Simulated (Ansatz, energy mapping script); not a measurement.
# MnS: energy mapping under PBE+U (1 eV), part 2 of 3

How strongly do the moments of MnS couple under PBE+U (1 eV)? The plan is to run several orders and fit a Heisenberg model.

PBE with U = 1 eV on Mn d, ortho-atomic projectors; plane waves, U on orthogonalised atomic orbitals unless named otherwise, collinear spin, no spin–orbit coupling.

So far. Step 4 (Run 1 (parallel; cell A, 4 atoms)): The run ends ferromagnetic.

The database entry behind the starting cell differs from later determinations by our own check (an axis about 0.2 % short against later determinations), so it need not match the best structure at ambient conditions.

### 5. Run 2 (compensated +−; cell A, 4 atoms)

This order reverses 6 of the 12 neighbours at 3.68 Å, 6 of the 6 neighbours at 5.21 Å and 12 of the 24 neighbours at 6.38 Å, counted for an average magnetic atom.

input.yaml reads:

```yaml
crystal:
  lattice:
    - [0.0, -2.6045, -2.6045]
    - [-2.6045, 0.0, -2.6045]
    - [2.6045, 2.6045, -5.209]
  atoms:
    - { symbol: Mn, position: [0.5, 0.5, 0.5], spin: 4.5 }
    - { symbol: Mn, position: [0.0, 0.0, 0.0], spin: -4.5 }
    - { symbol: S, position: [0.75, 0.75, 0.75] }
    - { symbol: S, position: [0.25, 0.25, 0.25] }
magnetization:
  spin_polarized: true
kpoints:
  mp_grid: { grid: [9, 9, 9] }
hamiltonian:
  xc: pbe
  hubbard:
    sites:
      - { species: Mn, l: d, u_eff: 1.0 }
      - { site: 0, l: d, u_eff: 1.0, starting_ns: [{ spin: up, occupation_matrix: mn1_major }, { spin: down, occupation_matrix: mn1_minor }] }
      - { site: 1, l: d, u_eff: 1.0, starting_ns: [{ spin: up, occupation_matrix: mn1_minor }, { spin: down, occupation_matrix: mn1_major }] }
    projectors: ortho-atomic
    occupation_matrices:
      mn1_major:
        matrix:
          - [0.98, 0.0, 0.0, 0.0, 0.0]
          - [0.0, 0.996, 0.0, 0.0, 0.0]
          - [0.0, 0.0, 0.996, 0.0, 0.0]
          - [0.0, 0.0, 0.0, 0.98, 0.0]
          - [0.0, 0.0, 0.0, 0.0, 0.996]
      mn1_minor:
        matrix:
          - [0.141, 0.0, 0.0, 0.0, 0.0]
          - [0.0, 0.053, 0.0, 0.0, 0.0]
          - [0.0, 0.0, 0.053, 0.0, 0.0]
          - [0.0, 0.0, 0.0, 0.141, 0.0]
          - [0.0, 0.0, 0.0, 0.0, 0.053]
scf:
  occupations: { method: fermi_dirac, width: 0.05 }
output:
  eigenvalues: true
  write_density: true
  write_potential: true
  elf: true
  volumetric_format: npy
```

On the command line:

```console
$ ansatz run input.yaml --threads 4 --pin off --max-ram 8192MiB --backend cpu --events-out ev --progress --plain --runs-dir out
```

Numbers of over 12 decimals in the logs are rounded to 6 here.

The program printed:

```text
[...]
Crystal: 4 atoms, lattice volume = 70.670 Å³
Basis set: ecut = 420 eV, 1401 PW (Γ)
Bands: 31, of which v1, the nominal top of the filled ones, is band 21 counted from 1 (20 counted from 0)
Symmetry: 12 space group operations
[...]
k-points: 85 of 729
[...]
Starting moments: Σ|m| = 9 μB on 2 of 4 sites
Starting magnetic order: antiferromagnet; a translation exchanges its spin sublattices: spin-degenerate at every k-point
[...]
the translation (0.5, 0.5, 0.5) carries every atom to within crystal.symmetry.tolerance of an atom of its element with the starting moment reversed, but both spin channels are solved: the dense FFT box has an odd point count along it
SCF iter   1: F=—  HF=-9604.316166 eV  |F-HF|=—  |Δ(HF+E_count)|=         —  Δρ=6.27e-2 (↑6.27e-2 ↓6.27e-2)  dr2=9.91e0  dr2_m=1.17e-1  M=-0.000 μB ∫|m|=8.316 μB  β_m=1.00  ethr=3.10e-3  ⟨swp⟩=4.1  Hψ=19595  notcnv=0  defer=6
[...]
spin=Collinear: Resta preconditioning applied to the charge; magnetization (m = ρ↑ − ρ↓) channel mixes plain (no charge-response kernel on spin).
SCF iter   2: F=—  HF=-9603.433354 eV  |F-HF|=—  |Δ(HF+E_count)|=   8.83e-1  Δρ=2.50e-2 (↑2.50e-2 ↓2.50e-2)  dr2=4.75e-1  dr2_m=2.89e-1  M=-0.000 μB ∫|m|=8.921 μB  β_m=1.00  ethr=3.10e-3  ⟨swp⟩=3.0  Hψ=14228  notcnv=0  defer=348
[...]
SCF iter  12: F=-9603.422720 eV  HF=-9603.422720 eV  |F-HF|=5.98e-9  |Δ(HF+E_count)|=   1.54e-7  Δρ=2.13e-6 (↑2.13e-6 ↓1.87e-6)  dr2=9.61e-9  dr2_m=1.53e-10  M=0.000 μB ∫|m|=9.098 μB  ethr=2.38e-10  ⟨swp⟩=7.5  Hψ=17351  notcnv=0
SCF 1 converged in 12 iterations: F = -9603.422720 eV  dr2 = 9.61e-9
[...]
SCF converged after 12 iterations
Magnetization: 0.0000 μB (21.0000 up, 21.0000 down)
Absolute magnetization: 9.1013 μB (∫|ρ↑−ρ↓|, with the PAW one-centre terms)
[...]
Per-site moments (μB) at R_I (Å): [(4.245999, 1.074356), (-4.245997, 1.074356), (6.222417802983353e-7, 1.074356), (6.222417800757586e-7, 1.074356)]
Free energy (F): -9603.422720 eV
[...]
Internal energy: -9603.422720 eV  (E = F + TS)
E sigma→0 (E₀):  -9603.422720 eV
Entropy (-TS):   -0.000000 eV (-0.000 meV/atom)
Fermi energy:    10.367922 eV
[...]
--- Specified on-site occupations, and those of the state reported ---
  electrons in the specified blocks: 10.7780 specified, 10.8510 found
[...]
--- Band table (eV; the first three rows and the last of 170) ---
  k-point 0 ↑: bands = [... 17 lower, 8.6201, 8.6264, 8.6290, 8.6290, 11.6221, 11.6221, 11.7052, 12.5626, ... 6 higher]
  k-point 1 ↑: bands = [... 17 lower, 8.2852, 8.4114, 8.9759, 8.9759, 11.6143, 11.6143, 11.6979, 12.7663, ... 6 higher]
  k-point 2 ↑: bands = [... 17 lower, 7.9872, 7.9872, 9.3067, 9.3067, 11.5927, 11.5927, 11.6449, 12.6728, ... 6 higher]
  k-point 84 ↓: bands = [... 17 lower, 7.2818, 7.4270, 8.5093, 8.9168, 11.6807, 11.8965, 12.0988, 12.1470, ... 6 higher]
Occupation matrices written to <dir>
```

The job ended after 7.8 s (4 threads of Arm Neoverse V1, shared host; peak memory 0.62 GiB; 30 s of CPU time).

Spin moment in the sphere by atom:

| atom | spin moment in the sphere (μB) |
| --- | --- |
| Mn1 | 4.25 |
| Mn2 | -4.25 |
| S3 | 0.00 |
| S4 | 0.00 |

The run ends antiferromagnetic, 136.65 meV a magnetic atom below the parallel order of its cell.

Spin density in the ac plane at fractional y = 0.000, with atoms of Mn within 0.2 Å of it.

Ten even steps from '0' (-8.0 e/Å³) to '9' (0.0 e/Å³), each cell a mean:
```
24799999999985
77899999999998
99999999999999
99999999999999
99999999999999
99999999999999
99999999999999
99999999999999
99999999999999
99999999999999
99999999999999
99999999999999
99999999999999
99999999999999
99999999999999
99999999999999
99999999999999
99999999999999
99999999999999
99999999999999
99999999999999
78999999999987
46899999999974
03799999999962
```
Columns run along a (3.7 Å), rows up along c (6.4 Å). Atoms in or near the plane, at fractional coordinates: Mn at (0.00, 0.00).

ELF in the ac plane at fractional y = 0.000, with atoms of Mn within 0.2 Å of it. It is the smooth field of the valence electrons, not physical close to the nuclei.

Ten even steps from '_' (0.05) to '@' (0.89), each cell a mean:
```
@@%%**--..__........__::++%%
####++::....--==----....--++
--==--....--++**##**==....::
__..__..::++##%%%%%%##++::..
______..--**%%@@@@@@@@##++::
..____..--**%%@@@@@@@@%%##==
::______--**%%@@@@@@@@@@%%++
::______..==##%%@@@@@@@@%%**
::________::++##%%@@@@%%##++
..__________::==**######++--
____________..::--==++==--::
____........____....::::....
..::--====--::..____________
::==++**##**++--..__________
--++##%%%%%%%%**==..________
--**%%@@@@@@@@%%**--..______
--**%%@@@@@@@@@@##++::______
::++%%@@@@@@@@@@%%**--______
..--**%%@@@@@@@@%%++::..____
__..--**%%%%@@%%##==::______
::....--**######++--....::::
**==::..::--====--....--++**
%%##==..__........__..==##%%
@@%%**::____________..--##@@
```
Columns run along a (3.7 Å), rows up along c (6.4 Å). Atoms in or near the plane, at fractional coordinates: Mn at (0.00, 0.00).

### 6. Run 3 (parallel; cell B, 4 atoms)

The parallel order again, as the reference for this cell.

This run holds the same structure in another cell (c 6.380 → 5.209 Å, α 73.2 → 90.0°, β 73.2 → 90.0°, γ 60.0 → 90.0°).

input.yaml reads:

```yaml
crystal:
  lattice:
    - [0.0, -2.6045, -2.6045]
    - [0.0, 2.6045, -2.6045]
    - [5.209, 0.0, 0.0]
  atoms:
    - { symbol: Mn, position: [0.5, 0.5, 0.5], spin: 4.5 }
    - { symbol: Mn, position: [0.0, 0.0, 0.0], spin: 4.5 }
    - { symbol: S, position: [0.5, 0.5, 0.0] }
    - { symbol: S, position: [0.0, 0.0, 0.5] }
magnetization:
  spin_polarized: true
kpoints:
  mp_grid: { grid: [8, 8, 6] }
hamiltonian:
  xc: pbe
  hubbard:
    sites:
      - { species: Mn, l: d, u_eff: 1.0 }
      - { site: 0, l: d, u_eff: 1.0, starting_ns: [{ spin: up, occupation_matrix: mn1_major }, { spin: down, occupation_matrix: mn1_minor }] }
      - { site: 1, l: d, u_eff: 1.0, starting_ns: [{ spin: up, occupation_matrix: mn1_major }, { spin: down, occupation_matrix: mn1_minor }] }
    projectors: ortho-atomic
    occupation_matrices:
      mn1_major:
        matrix:
          - [0.98, 0.0, 0.0, 0.0, 0.0]
          - [0.0, 0.996, 0.0, 0.0, 0.0]
          - [0.0, 0.0, 0.996, 0.0, 0.0]
          - [0.0, 0.0, 0.0, 0.98, 0.0]
          - [0.0, 0.0, 0.0, 0.0, 0.996]
      mn1_minor:
        matrix:
          - [0.141, 0.0, 0.0, 0.0, 0.0]
          - [0.0, 0.053, 0.0, 0.0, 0.0]
          - [0.0, 0.0, 0.053, 0.0, 0.0]
          - [0.0, 0.0, 0.0, 0.141, 0.0]
          - [0.0, 0.0, 0.0, 0.0, 0.053]
scf:
  occupations: { method: fermi_dirac, width: 0.05 }
output:
  eigenvalues: true
```

The program printed:

```text
[...]
Crystal: 4 atoms, lattice volume = 70.670 Å³
Basis set: ecut = 420 eV, 1393 PW (Γ)
Bands: 31, of which v1, the nominal top of the filled ones, is band 21 counted from 1 (20 counted from 0)
Symmetry: 32 space group operations
[...]
k-points: 60 of 384
[...]
Starting moments: Σ|m| = 9 μB on 2 of 4 sites
[...]
k-point 0 ↑: bands = [... 17 lower, 6.6875, 6.8996, 6.8996, 6.9595, 6.9595, 7.5265, 8.5276, 8.5280, ... 6 higher]
  k-point 1 ↑: bands = [... 17 lower, 6.5819, 6.5819, 6.6710, 7.3590, 7.3590, 7.8011, 8.4613, 8.5134, ... 6 higher]
  k-point 2 ↑: bands = [... 17 lower, 6.3533, 6.5045, 6.6261, 7.8048, 7.8048, 8.2105, 8.4176, 8.4218, ... 6 higher]
  k-point 59 ↓: bands = [... 17 lower, 11.7684, 11.7684, 11.7684, 11.8167, 11.8167, 12.1589, 12.1589, 12.3182, ... 6 higher]
Occupation matrices written to <dir>
[key lines of the parts left out:]
SCF converged after 11 iterations
Magnetization: 9.8026 μB (25.9013 up, 16.0987 down)
Free energy (F): -9603.152795 eV
Fermi energy:    10.408364 eV
```

Run time: 4.8 s. Hardware: 4 threads; peak memory 0.51 GiB; 17 s of CPU time.

The run ends ferromagnetic. For each magnetic atom its energy differs from the parallel run of the first cell by 0.90 meV, an error that one common reference would have brought in.

### 7. Run 4 (compensated +−; cell B, 4 atoms)

This order reverses 8 of the 12 neighbours at 3.68 Å, 0 of the 6 neighbours at 5.21 Å and 16 of the 24 neighbours at 6.38 Å, counted for an average magnetic atom.

Edit input.yaml of step 6 so:

```diff
@@ -7,3 +7,3 @@
     - { symbol: Mn, position: [0.5, 0.5, 0.5], spin: 4.5 }
-    - { symbol: Mn, position: [0.0, 0.0, 0.0], spin: 4.5 }
+    - { symbol: Mn, position: [0.0, 0.0, 0.0], spin: -4.5 }
     - { symbol: S, position: [0.5, 0.5, 0.0] }
@@ -20,3 +20,3 @@
       - { site: 0, l: d, u_eff: 1.0, starting_ns: [{ spin: up, occupation_matrix: mn1_major }, { spin: down, occupation_matrix: mn1_minor }] }
-      - { site: 1, l: d, u_eff: 1.0, starting_ns: [{ spin: up, occupation_matrix: mn1_major }, { spin: down, occupation_matrix: mn1_minor }] }
+      - { site: 1, l: d, u_eff: 1.0, starting_ns: [{ spin: up, occupation_matrix: mn1_minor }, { spin: down, occupation_matrix: mn1_major }] }
     projectors: ortho-atomic
```

The program printed:

```text
[...]
Crystal: 4 atoms, lattice volume = 70.670 Å³
Basis set: ecut = 420 eV, 1393 PW (Γ)
Bands: 31, of which v1, the nominal top of the filled ones, is band 21 counted from 1 (20 counted from 0)
Symmetry: 16 space group operations
[...]
k-points: 60 of 384
[...]
Starting moments: Σ|m| = 9 μB on 2 of 4 sites
[...]
k-point 1 ↑: bands = [... 17 lower, 7.2152, 8.4736, 8.5846, 8.5846, 10.4820, 11.2208, 11.7328, 11.7980, ... 6 higher]
  k-point 2 ↑: bands = [... 17 lower, 7.4457, 8.3954, 8.4368, 8.4368, 10.4712, 11.2176, 12.0157, 12.0157, ... 6 higher]
  k-point 59 ↓: bands = [... 17 lower, 7.2761, 7.2761, 7.3277, 7.9372, 11.7358, 11.7358, 11.7782, 12.1163, ... 6 higher]
Occupation matrices written to <dir>
[key lines of the parts left out:]
SCF converged after 12 iterations
Magnetization: -0.0000 μB (21.0000 up, 21.0000 down)
Free energy (F): -9603.238799 eV
Fermi energy:    10.504734 eV
```

Run time: 5.2 s. Hardware: 4 threads; peak memory 0.53 GiB; 20 s of CPU time.

The run ends antiferromagnetic, 44.60 meV a magnetic atom below the parallel order of its cell (energies taken at zero occupation width, not the printed F).

### 8. Run 5 (parallel; cell C, 6 atoms)

The parallel order again, as the reference for this cell.

input.yaml reads:

```yaml
crystal:
  lattice:
    - [0.0, 2.6045, 2.6045]
    - [-2.6045, 0.0, -2.6045]
    - [-5.209, -5.209, 5.209]
  atoms:
    - { symbol: Mn, position: [0.0, 0.0, 0.0], spin: 4.5 }
    - { symbol: Mn, position: [0.333333333, 0.666666667, 0.666666667], spin: 4.5 }
    - { symbol: Mn, position: [0.666666667, 0.333333333, 0.333333333], spin: 4.5 }
    - { symbol: S, position: [0.666666667, 0.333333333, 0.833333333] }
    - { symbol: S, position: [0.0, 0.0, 0.5] }
    - { symbol: S, position: [0.333333333, 0.666666667, 0.166666667] }
magnetization:
  spin_polarized: true
kpoints:
  mp_grid: { grid: [9, 9, 3] }
hamiltonian:
  xc: pbe
  hubbard:
    sites:
      - { species: Mn, l: d, u_eff: 1.0 }
      - { site: 0, l: d, u_eff: 1.0, starting_ns: [{ spin: up, occupation_matrix: mn1_major }, { spin: down, occupation_matrix: mn1_minor }] }
      - { site: 1, l: d, u_eff: 1.0, starting_ns: [{ spin: up, occupation_matrix: mn1_major }, { spin: down, occupation_matrix: mn1_minor }] }
      - { site: 2, l: d, u_eff: 1.0, starting_ns: [{ spin: up, occupation_matrix: mn1_major }, { spin: down, occupation_matrix: mn1_minor }] }
    projectors: ortho-atomic
    occupation_matrices:
      mn1_major:
        matrix:
          - [0.98, 0.0, 0.0, 0.0, 0.0]
          - [0.0, 0.996, 0.0, 0.0, 0.0]
          - [0.0, 0.0, 0.996, 0.0, 0.0]
          - [0.0, 0.0, 0.0, 0.98, 0.0]
          - [0.0, 0.0, 0.0, 0.0, 0.996]
      mn1_minor:
        matrix:
          - [0.141, 0.0, 0.0, 0.0, 0.0]
          - [0.0, 0.053, 0.0, 0.0, 0.0]
          - [0.0, 0.0, 0.053, 0.0, 0.0]
          - [0.0, 0.0, 0.0, 0.141, 0.0]
          - [0.0, 0.0, 0.0, 0.0, 0.053]
scf:
  occupations: { method: fermi_dirac, width: 0.05 }
output:
  eigenvalues: true
```

The program printed:

```text
[...]
Crystal: 6 atoms, lattice volume = 106.005 Å³
Basis set: ecut = 420 eV, 2071 PW (Γ)
Bands: 46, of which v1, the nominal top of the filled ones, is band 32 counted from 1 (31 counted from 0)
Symmetry: 36 space group operations
[...]
k-points: 31 of 243
[...]
Starting moments: Σ|m| = 13.5 μB on 3 of 6 sites
[...]
k-point 0 ↑: bands = [... 28 lower, 6.7049, 6.7049, 7.2467, 7.2467, 8.5258, 8.5263, 8.5263, 10.0872, ... 10 higher]
  k-point 1 ↑: bands = [... 28 lower, 6.8190, 6.8190, 7.2972, 7.3148, 7.8954, 8.8384, 8.8384, 9.4686, ... 10 higher]
  k-point 2 ↑: bands = [... 28 lower, 6.7752, 6.7762, 7.2874, 7.3113, 8.0301, 8.6643, 8.8451, 9.0929, ... 10 higher]
  k-point 30 ↓: bands = [... 28 lower, 11.8849, 11.8849, 12.1367, 12.1367, 12.1367, 12.3677, 12.3677, 12.3677, ... 10 higher]
Occupation matrices written to <dir>
[key lines of the parts left out:]
SCF converged after 11 iterations
Magnetization: 14.6817 μB (38.8408 up, 24.1592 down)
Free energy (F): -14404.730964 eV
Fermi energy:    10.419508 eV
```

Run time: 6.1 s. Hardware: 4 threads; peak memory 0.6 GiB.

The run ends ferromagnetic. For each magnetic atom its energy differs from the parallel run of the first cell by 0.34 meV, an error that one common reference would have brought in.

### 9. Uncompensated ++− start in cell C (6 atoms)

This order reverses 4 of the 12 neighbours at 3.68 Å, 4 of the 6 neighbours at 5.21 Å and 12 of the 24 neighbours at 6.38 Å, counted for an average magnetic atom.

Edit input.yaml of step 8 so:

```diff
@@ -8,3 +8,3 @@
     - { symbol: Mn, position: [0.333333333, 0.666666667, 0.666666667], spin: 4.5 }
-    - { symbol: Mn, position: [0.666666667, 0.333333333, 0.333333333], spin: 4.5 }
+    - { symbol: Mn, position: [0.666666667, 0.333333333, 0.333333333], spin: -4.5 }
     - { symbol: S, position: [0.666666667, 0.333333333, 0.833333333] }
@@ -23,3 +23,3 @@
       - { site: 1, l: d, u_eff: 1.0, starting_ns: [{ spin: up, occupation_matrix: mn1_major }, { spin: down, occupation_matrix: mn1_minor }] }
-      - { site: 2, l: d, u_eff: 1.0, starting_ns: [{ spin: up, occupation_matrix: mn1_major }, { spin: down, occupation_matrix: mn1_minor }] }
+      - { site: 2, l: d, u_eff: 1.0, starting_ns: [{ spin: up, occupation_matrix: mn1_minor }, { spin: down, occupation_matrix: mn1_major }] }
     projectors: ortho-atomic
```

The program printed:

```text
[...]
Crystal: 6 atoms, lattice volume = 106.005 Å³
Basis set: ecut = 420 eV, 2071 PW (Γ)
Bands: 46, of which v1, the nominal top of the filled ones, is band 32 counted from 1 (31 counted from 0)
Symmetry: 12 space group operations
[...]
k-points: 31 of 243
[...]
Starting moments: Σ|m| = 13.5 μB on 3 of 6 sites
[...]
k-point 1 ↑: bands = [... 28 lower, 7.8773, 7.9219, 9.0602, 9.0602, 9.9232, 9.9232, 11.6078, 11.6078, ... 10 higher]
  k-point 2 ↑: bands = [... 28 lower, 8.0567, 8.0739, 8.7211, 8.9709, 9.5054, 9.8933, 11.5431, 11.7564, ... 10 higher]
  k-point 30 ↓: bands = [... 28 lower, 8.6917, 11.6732, 11.8083, 11.8083, 11.8293, 12.1661, 12.1661, 12.3217, ... 10 higher]
Occupation matrices written to <dir>
[key lines of the parts left out:]
SCF converged after 11 iterations
Magnetization: 4.9995 μB (33.9998 up, 29.0002 down)
Free energy (F): -14405.032064 eV
Fermi energy:    10.336379 eV
```

It took 6.2 s on 4 threads; peak memory 0.63 GiB; 24 s of CPU time.

The run ends ferrimagnetic, 102.96 meV a magnetic atom below the parallel order of its cell.

### 10. Order 7: parallel, cell D of 6 atoms

The parallel order again, as the reference for this cell.

This run holds the same structure in another cell (b 3.683 → 5.209 Å, c 9.022 → 6.380 Å, α 90.0 → 114.1°, β 90.0 → 106.8°, γ 120.0 → 90.0°).

input.yaml reads:

```yaml
crystal:
  lattice:
    - [0.0, -2.6045, -2.6045]
    - [-5.209, 0.0, 0.0]
    - [2.6045, 5.209, -2.6045]
  atoms:
    - { symbol: Mn, position: [0.666666667, 0.666666667, 0.333333333], spin: 4.5 }
    - { symbol: Mn, position: [0.333333333, 0.333333333, 0.666666667], spin: 4.5 }
    - { symbol: Mn, position: [0.0, 0.0, 0.0], spin: 4.5 }
    - { symbol: S, position: [0.666666667, 0.166666667, 0.333333333] }
    - { symbol: S, position: [0.333333333, 0.833333333, 0.666666667] }
    - { symbol: S, position: [0.0, 0.5, 0.0] }
magnetization:
  spin_polarized: true
kpoints:
  mp_grid: { grid: [8, 8, 8] }
hamiltonian:
  xc: pbe
  hubbard:
    sites:
      - { species: Mn, l: d, u_eff: 1.0 }
      - { site: 0, l: d, u_eff: 1.0, starting_ns: [{ spin: up, occupation_matrix: mn1_major }, { spin: down, occupation_matrix: mn1_minor }] }
      - { site: 1, l: d, u_eff: 1.0, starting_ns: [{ spin: up, occupation_matrix: mn1_major }, { spin: down, occupation_matrix: mn1_minor }] }
      - { site: 2, l: d, u_eff: 1.0, starting_ns: [{ spin: up, occupation_matrix: mn1_major }, { spin: down, occupation_matrix: mn1_minor }] }
    projectors: ortho-atomic
    occupation_matrices:
      mn1_major:
        matrix:
          - [0.98, 0.0, 0.0, 0.0, 0.0]
          - [0.0, 0.996, 0.0, 0.0, 0.0]
          - [0.0, 0.0, 0.996, 0.0, 0.0]
          - [0.0, 0.0, 0.0, 0.98, 0.0]
          - [0.0, 0.0, 0.0, 0.0, 0.996]
      mn1_minor:
        matrix:
          - [0.141, 0.0, 0.0, 0.0, 0.0]
          - [0.0, 0.053, 0.0, 0.0, 0.0]
          - [0.0, 0.0, 0.053, 0.0, 0.0]
          - [0.0, 0.0, 0.0, 0.141, 0.0]
          - [0.0, 0.0, 0.0, 0.0, 0.053]
scf:
  occupations: { method: fermi_dirac, width: 0.05 }
output:
  eigenvalues: true
```

The program printed:

```text
[...]
Crystal: 6 atoms, lattice volume = 106.005 Å³
Basis set: ecut = 420 eV, 2085 PW (Γ)
Bands: 46, of which v1, the nominal top of the filled ones, is band 32 counted from 1 (31 counted from 0)
Symmetry: 24 space group operations
[...]
k-points: 95 of 512
[...]
Starting moments: Σ|m| = 13.5 μB on 3 of 6 sites
[...]
k-point 0 ↑: bands = [... 28 lower, 6.8337, 6.8337, 7.4279, 7.4279, 7.6092, 7.6092, 8.5259, 8.5265, ... 10 higher]
  k-point 1 ↑: bands = [... 28 lower, 6.8785, 6.8900, 7.2328, 7.5957, 7.6256, 7.6565, 8.3034, 8.5212, ... 10 higher]
  k-point 2 ↑: bands = [... 28 lower, 6.8801, 6.9308, 7.0854, 7.5925, 7.6249, 7.8969, 7.9253, 8.0122, ... 10 higher]
  k-point 94 ↓: bands = [... 28 lower, 11.8874, 12.0104, 12.0104, 12.1584, 12.1747, 12.1747, 12.3206, 13.0198, ... 10 higher]
Occupation matrices written to <dir>
[key lines of the parts left out:]
SCF converged after 12 iterations
Magnetization: 14.6827 μB (38.8413 up, 24.1587 down)
Free energy (F): -14404.729331 eV
Fermi energy:    10.398618 eV
```

It took 17 s on 4 threads; peak memory 0.97 GiB; 65 s of CPU time.

The run ends ferromagnetic. For each magnetic atom its energy differs from the parallel run of the first cell by 0.85 meV, an error that one common reference would have brought in.

(Continued in part 3 of 3.)

[Logs and program files are shortened in this print: banners, set-up blocks, solver, clock and traceback lines can be left out without a mark of their own.]

[Logs are printed without paths, hosts, clocks, repeated set-up lines and the standing remarks that a program may print on its own settings, such as how far it seeks lower states.]

[Hosts, paths, dates, database ids (printed as entryN), source tags and the programs' standing remarks are cut or masked in the printed files.]

[Where a cell is said to come from a database of computed structures, the database is the Materials Project.]
